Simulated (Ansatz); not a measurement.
## Lattice dynamics of ThPb3 (Pm-3m)

How does ThPb3 (Pm-3m) vibrate, and is this structure a minimum?

Method: DFT PBEsol, scalar-relativistic, plane waves, PAW, in Ansatz 0.2.0.

**1. Set-up**

The structure is cubic, space group Pm-3m (No. 221). Conventional cell: a = 4.855 Å, b = 4.855 Å, c = 4.855 Å, α = 90.00°, β = 90.00°, γ = 90.00°. Th has 12 Pb at 3.43 Å nearest. Nearest to Pb lie 4 Th at 3.43 Å and 8 Pb at 3.43 Å. Farther neighbours are not listed.

As a file:

```cif
data_structure
_symmetry_space_group_name_H-M 'P 1'
_symmetry_Int_Tables_number 1
_cell_length_a 4.8550
_cell_length_b 4.8550
_cell_length_c 4.8550
_cell_angle_alpha 90.000
_cell_angle_beta 90.000
_cell_angle_gamma 90.000
_cell_volume 114.44
loop_
_atom_site_label
_atom_site_type_symbol
_atom_site_fract_x
_atom_site_fract_y
_atom_site_fract_z
_atom_site_occupancy
Th1 Th 0.00000 0.00000 0.00000 1
Pb2 Pb 0.00000 0.50000 0.50000 1
Pb3 Pb 0.50000 0.00000 0.50000 1
Pb4 Pb 0.50000 0.50000 0.00000 1
```

**2. Bringing the structure to rest**

The volume is held at the value of the starting cell, and symmetry leaves nothing else free, so this is a single point.

input.yaml

```yaml
crystal:
  lattice:
    - [4.855, 0.0, 0.0]
    - [0.0, 4.855, 0.0]
    - [0.0, 0.0, 4.855]
  atoms:
    - { symbol: Th, position: [0.0, 0.0, 0.0] }
    - { symbol: Pb, position: [0.0, 0.5, 0.5] }
    - { symbol: Pb, position: [0.5, 0.0, 0.5] }
    - { symbol: Pb, position: [0.5, 0.5, 0.0] }
kpoints:
  mp_grid: { grid: [10, 10, 10] }
hamiltonian:
  xc: pbesol
scf:
  occupations: { method: gaussian, width: 0.1 }
output:
  forces: true
  stress: true
  eigenvalues: true
```

On the command line:

```bash
ansatz run input.yaml --threads 4 --pin off --max-ram 16384MiB --backend cpu --events-out ev --progress --plain --runs-dir out
```

Numbers of over 12 decimals in the logs are rounded to 6 here.

Log:

```text
Engine: ansatz 0.2.0, aarch64-unknown-linux-gnu
Pseudopotentials: kind: paw
Pseudopotential: Th, paw, valence charge 12, recommended cutoff 420 eV (normal), Th.paw.azcp
Pseudopotential: Pb, paw, valence charge 14, recommended cutoff 420 eV (normal), Pb.paw.azcp
Functional definition: PBEsol
  exchange = pbesol_x
  correlation = pbesol_c
Crystal: 4 atoms, lattice volume = 114.437 Å³
Basis set: ecut = 420 eV, 2205 PW (Γ), exchange–correlation on 72×72×72 points (8 copies of the dense FFT grid, shifted against one another)
Bands: 33, of which v1, the nominal top of the filled ones, is band 27 counted from 1 (26 counted from 0)
Symmetry: 48 space group operations
Space group: Pm-3m (ITA 221), of the structure as read, at distance tolerance 4.9e-5 Å
k-points: 56 of 1000
Non-local potential: Th, projectors of the file, l = 0: 3, l = 1: 2, l = 2: 2, l = 3: 3
Non-local potential: Pb, projectors of the file, l = 0: 2, l = 1: 2, l = 2: 2, l = 3: 2
PAW form: soft (Blöchl's): semilocal exchange-correlation on the pseudo side does not see the compensation charge
PAW frozen core: Th, regenerated for the run's functional, and the local potential with it (the file was generated under x = pbe(κ = 0.804, μ = 0.219515), c = pbe(β = 0.066725))
PAW frozen core: Pb, regenerated for the run's functional, and the local potential with it (the file was generated under x = pbe(κ = 0.804, μ = 0.219515), c = pbe(β = 0.066725))
PAW one-centre angular grid: Th, 590 points (default); XC on 64 Gauss nodes
PAW one-centre angular grid: Pb, 590 points (default); XC on 64 Gauss nodes
Initial density: superposition of atomic densities (neutral atoms: chi_scale 0, normalization atom), corrected by the library's trained network
Initial wavefunctions: pseudopotential atomic-orbital guess
Functional: x = pbesol(κ = 0.804, μ = 0.123457), c = pbesol(β = 0.046)
SCF iter   1: F=—  HF=-48322.061544 eV  |F-HF|=—  |Δ(HF+E_count)|=         —  Δρ=5.07e-3  dr2=7.41e-2  ethr=1.77e-3  ⟨swp⟩=5.8  Hψ=7666  notcnv=0
preconditioner: auto → Kerker (q_TF=auto, 2.407 Å⁻¹)  [metal: Δε(μ)=0.035 eV  Ē_g=14.535 eV  σ=0.100 eV  W_gap=0.19  n_scr=26 (ndim 8)  ℏωp=25.0 eV  f_vac=0.000  D(μ)=3.13/eV (n_scr^D=18)]
SCF iter   2: F=—  HF=-48322.051790 eV  |F-HF|=—  |Δ(HF+E_count)|=   9.75e-3  Δρ=2.32e-3  dr2=1.41e-2  ethr=1.37e-4  ⟨swp⟩=2.0  Hψ=2752  notcnv=0  defer=51
SCF iter   3: F=—  HF=-48322.049225 eV  |F-HF|=—  |Δ(HF+E_count)|=   2.57e-3  Δρ=5.61e-4  dr2=6.39e-4  ethr=2.61e-5  ⟨swp⟩=2.1  Hψ=2379  notcnv=0  defer=51
SCF iter   4: F=—  HF=-48322.049152 eV  |F-HF|=—  |Δ(HF+E_count)|=   7.32e-5  Δρ=1.39e-4  dr2=5.73e-5  ethr=1.18e-6  ⟨swp⟩=2.0  Hψ=3309  notcnv=0  defer=51
SCF iter   5: F=—  HF=-48322.049154 eV  |F-HF|=—  |Δ(HF+E_count)|=   2.34e-6  Δρ=5.02e-5  dr2=6.58e-6  ethr=1.06e-7  ⟨swp⟩=2.0  Hψ=2307  notcnv=0  defer=50
SCF iter   6: F=—  HF=-48322.049153 eV  |F-HF|=—  |Δ(HF+E_count)|=   1.07e-6  Δρ=1.39e-5  dr2=3.08e-7  ethr=1.22e-8  ⟨swp⟩=2.0  Hψ=2260  notcnv=0  defer=50
SCF iter   7: F=-48322.049153 eV  HF=-48322.049153 eV  |F-HF|=5.53e-10  |Δ(HF+E_count)|=   2.33e-8  Δρ=3.21e-6  dr2=1.41e-8  ethr=1.85e-10  ⟨swp⟩=10.8  Hψ=9079  notcnv=0
SCF 1 converged in 7 iterations: F = -48322.049153 eV  dr2 = 1.41e-8
  greatest PAW one-centre occupation: 0.978 electrons in one spin orbital (limit 2), on the Th atom at site 0 (counted from 0), in its partial waves of l = 0
SCF converged after 7 iterations
Free energy (F): -48322.049153 eV
Harris-Foulkes:  -48322.049153 eV  (|F-HF|=5.53e-10)
Internal energy: -48322.032512 eV  (E = F + TS)
E sigma→0 (E₀):  -48322.040833 eV
Entropy (-TS):   -0.016641 eV (-4.160 meV/atom)
Fermi energy:    13.312878 eV
--- Per-component energies (eV) ---
  E_band       = -43.566466
  E_kinetic    = 1098.787465
  E_local      = -3243.684837  (includes V_loc(G=0)·N_el)
  E_nonlocal   = 1216.871690
  E_hartree    = 1263.310540
  E_xc         = -1042.691362
  E_vxc        = -576.315841  (∫ρ·V_xc dr)
  E_paw        = -42648.289984  (= ΣΔE_a)
  E_vpaw       = -1065.844045  (= ΣTr[D̂ρ^β])
  E_aug_tail   = 0.000141  (compensation charges beyond the density's cutoff)
  E_ewald      = -4966.659845
  E_core_change = 0.323678  (= ΣΔE_core)
  E_smearing   = -0.016641  (= −TS)
  E_closure    = 0.000000  (closes the sum)
  Σ components = -48322.049153   (vs F -48322.049153, Δ=0.00e0)
--- Forces (eV/Å), atoms counted from 1 ---
  atom   1  Th    -0.00000000     0.00000000     0.00000000
  atom   2  Pb     0.00000000    -0.00000000    -0.00000000
  atom   3  Pb     0.00000000    -0.00000000     0.00000000
  atom   4  Pb     0.00000000     0.00000000     0.00000000
  max |Σ_I F_I| component: 1.01e-28 eV/Å
--- Stress (GPa, compression-positive) ---
       -0.766146       0.000000       0.000000
       -0.000000      -0.766146      -0.000000
       -0.000000      -0.000000      -0.766146
  P = ⅓ Tr σ = -0.7661 GPa (-7.661 kbar)
--- Band table (eV; the first three rows and the last of 56) ---
  k-point 0: bands = [... 23 lower, 10.7551, 10.7551, 13.5505, 13.5505, 13.5505, 14.6048, 14.6048, 14.7094, ... 2 higher]
  k-point 1: bands = [... 23 lower, 10.7519, 10.8584, 13.0911, 13.3863, 13.3863, 14.6576, 14.7129, 14.8338, ... 2 higher]
  k-point 2: bands = [... 23 lower, 10.7287, 11.1595, 12.3523, 13.1415, 13.1415, 14.7090, 14.7226, 14.9045, ... 2 higher]
  k-point 55: bands = [... 23 lower, 10.6312, 10.6312, 10.6312, 14.6696, 14.6696, 14.6696, 14.7646, 14.8935, ... 2 higher]
```

Elapsed: 3.5 s, on 4 threads of Arm Neoverse V1, shared host; peak memory 0.54 GiB.

Reading the cycles: dr2 is the Hartree energy of the density residual (eV), the measure of convergence; HF is the Harris–Foulkes estimate of the energy, which meets the free energy F at convergence.

Numbers from this step:

```yaml
pressure: -0.7661 GPa
volume_per_atom: 28.61 Å³
gap_on_the_k_mesh: 0 eV
```

The run ends at a pressure of -0.77 GPa.

**3. Relaxing to small forces for the phonons**

Symmetry and the fixed volume leave nothing to relax, so a single point is run on the k mesh and occupations of the first response run.

Changes to input.yaml since step 2:

```diff
@@ -15,3 +15,3 @@
 scf:
-  occupations: { method: gaussian, width: 0.1 }
+  occupations: { method: methfessel_paxton, width: 0.2 }
 output:
```

Log:

```text
[...]
Crystal: 4 atoms, lattice volume = 114.437 Å³
Basis set: ecut = 420 eV, 2205 PW (Γ), exchange–correlation on 72×72×72 points (8 copies of the dense FFT grid, shifted against one another)
Bands: 33, of which v1, the nominal top of the filled ones, is band 27 counted from 1 (26 counted from 0)
Symmetry: 48 space group operations
[...]
k-points: 56 of 1000
[...]
k-point 0: bands = [... 23 lower, 10.7550, 10.7550, 13.5504, 13.5504, 13.5504, 14.6049, 14.6049, 14.7094, ... 2 higher]
  k-point 1: bands = [... 23 lower, 10.7518, 10.8584, 13.0912, 13.3862, 13.3862, 14.6577, 14.7129, 14.8336, ... 2 higher]
  k-point 2: bands = [... 23 lower, 10.7287, 11.1595, 12.3524, 13.1414, 13.1414, 14.7089, 14.7225, 14.9040, ... 2 higher]
  k-point 55: bands = [... 23 lower, 10.6314, 10.6314, 10.6314, 14.6691, 14.6691, 14.6691, 14.7647, 14.8929, ... 2 higher]
[key lines of the parts left out:]
SCF converged after 7 iterations
Free energy (F): -48322.041373 eV
Fermi energy:    13.311451 eV
P = ⅓ Tr σ = -0.7751 GPa (-7.751 kbar)
```

Run time: 3.5 s. Hardware: 4 threads; peak memory 0.54 GiB.

This step gave:

```
pressure : -0.7751 GPa
```

The forces vanish by symmetry. The volume is held at 28.61 Å³/atom, so a pressure of -0.78 GPa remains at this level.

**4. Modes at Γ**

The zone centre comes first: it holds the modes that light can see, as far as symmetry allows. No field response is asked, since the mesh shows no gap.

Changes to input.yaml since step 3:

```diff
@@ -17,4 +17,4 @@
 output:
-  forces: true
-  stress: true
   eigenvalues: true
+phonons:
+  method: dfpt
```

Log:

```text
zone centre: on kpoints.mp_grid the ground state, and the responses unless they are solved on pairs of k-points, stand on 216 of the mesh's 1000 k-points, reduced under 8 symmetry operations, with k and −k counted as one. Each operation leaves every solved displacement unchanged or reverses it
[...]
Crystal: 4 atoms, lattice volume = 114.437 Å³
Basis set: ecut = 420 eV, 2205 PW (Γ), exchange–correlation on 72×72×72 points (8 copies of the dense FFT grid, shifted against one another)
Bands: 33, of which v1, the nominal top of the filled ones, is band 27 counted from 1 (26 counted from 0)
Symmetry: 48 space group operations
k-points: 216 of 1000 (irreducible under 8 space group operations)
[...]
SCF iter   1: F=—  HF=-48322.053208 eV  |F-HF|=—  |Δ(HF+E_count)|=         —  Δρ=5.10e-3  dr2=7.55e-2  ethr=1.77e-3  ⟨swp⟩=5.3  Hψ=27671  notcnv=0
[...]
SCF iter  10: F=-48322.041373 eV  HF=-48322.041373 eV  |F-HF|=1.46e-11  |Δ(HF+E_count)|=    0.00e0  S|Δr|=    0.00e0  Δρ=5.16e-8  dr2=3.13e-12  ethr=1.00e-12  ⟨swp⟩=9.5  Hψ=39857  notcnv=0
SCF 1 converged in 10 iterations: F = -48322.041373 eV  dr2 = 3.13e-12
[...]
DFPT response loops at Γ: preconditioner auto → Kerker (q_TF=auto, 2.407 Å⁻¹) (partly filled bands, converged f_vac=0.000); β = 1.00, the filter's whole step (`scf.mixing.beta` (0.50) is not read by the response loops under this deck's `scf.mixing.preconditioner`; to damp them name `kerker` or `kerker_dos`, under which they read `scf.mixing.beta`, and type it under 1.00, their step now; both keys bind the ground state too); Broyden in place of MSR1
SCF converged after 10 iterations
[...]
Free energy (F): -48322.041373 eV
[...]
Internal energy: -48322.038980 eV  (E = F + TS)
E sigma→0 (E₀):  -48322.040775 eV
Entropy (-TS):   -0.002393 eV (-0.598 meV/atom)
Fermi energy:    13.311459 eV
Step filling:    the computed levels leave a gap of 0.0000 eV = 0.0 smearing widths at the electron count; against every level under it full and every level over it empty, smearing changes F+E_penalty+E_count by -0.962 meV and its σ→0 estimate by -0.364 meV
[...]
--- Band table (eV; the first three rows and the last of 216) ---
  k-point 0: bands = [... 23 lower, 10.7550, 10.7550, 13.5504, 13.5504, 13.5504, 14.6049, 14.6049, 14.7094, ... 2 higher]
  k-point 1: bands = [... 23 lower, 10.7518, 10.8584, 13.0912, 13.3863, 13.3863, 14.6577, 14.7129, 14.8336, ... 2 higher]
  k-point 2: bands = [... 23 lower, 10.7287, 11.1595, 12.3524, 13.1415, 13.1415, 14.7090, 14.7226, 14.9040, ... 2 higher]
  k-point 215: bands = [... 23 lower, 10.6314, 10.6314, 10.6314, 14.6691, 14.6691, 14.6691, 14.7648, 14.8929, ... 2 higher]
--- Phonons (Γ-DFPT): 3 representative perturbations + reference, on 216 of 1000 k-points (Σ response iterations 9) ---
  k mesh reduced under 8 symmetry operations, with k and −k counted as one. Each operation leaves every solved displacement unchanged or reverses it
  ASR residual: 9.582e-5 → 0.000e0 eV/Å²; symmetrization residual: 2.863e-5 eV/Å²
  ASR residual per site (eV/Å²): 8.38e-5 9.58e-5 9.58e-5 9.58e-5
  Γ frequencies (cm⁻¹): 0.00 0.00 0.00 70.07 70.07 70.07 75.56 75.56 75.56 107.10 107.10 107.10
  non-analytic LO–TO correction: not included (Born effective charges unavailable; polar crystals: no LO–TO splitting at Γ)
```

The job ended after 100 s (4 threads; peak memory 3.1 GiB; 6.3 min of CPU time).

Numbers from this step:

```
sum-rule residual before enforcement                    : 9.58e-5 eV/Å²
point group                                             : m-3m
highest optical mode at the zone centre (no LO-TO term) : 107.1 cm⁻¹
lowest optical zone-centre mode                         : 70.07 cm⁻¹
```

Patterns of degenerate modes are one choice out of their space. Modes at Γ, with each element's share of the kinetic energy:

```csv
mode,frequency (cm⁻¹),symmetry,Th %,Pb %
1,0.0,acoustic,27,73
2,0.0,acoustic,27,73
3,0.0,acoustic,27,73
4,70.1,T1u,30,70
5,70.1,T1u,30,70
6,70.1,T1u,30,70
7,75.6,T2u,0,100
8,75.6,T2u,0,100
9,75.6,T2u,0,100
10,107.1,T1u,42,58
11,107.1,T1u,42,58
12,107.1,T1u,42,58
```

Displacements in mode 6 (70.1 cm⁻¹), the largest set to 1:
```
Th1  0.16 -0.09 -0.64
Pb2 -0.25 -0.02 -0.14
Pb3  0.04  0.14 -0.14
Pb4  0.04 -0.02  1.00
```

Displacements in mode 11 (107.1 cm⁻¹), the largest set to 1:
```
Th1  0.00  0.33  1.00
Pb2  0.00 -0.27 -0.80
Pb3  0.00  0.16 -0.80
Pb4  0.00 -0.27  0.48
```

Before it was imposed, the acoustic sum rule was missed by 9.6e-5 eV/Å². Small misses are needed for a sound result but don't prove that mesh and cutoff are converged. The lowest optical mode is real, 70.1 cm⁻¹.

[end of part 1 of 2]

[Logs are printed without paths, hosts, clocks, repeated set-up lines and the standing remarks that a program may print on its own settings, such as how far it seeks lower states.]

[Hosts, paths, dates, database ids (printed as entryN), source tags and the programs' standing remarks are cut or masked in the printed files.]
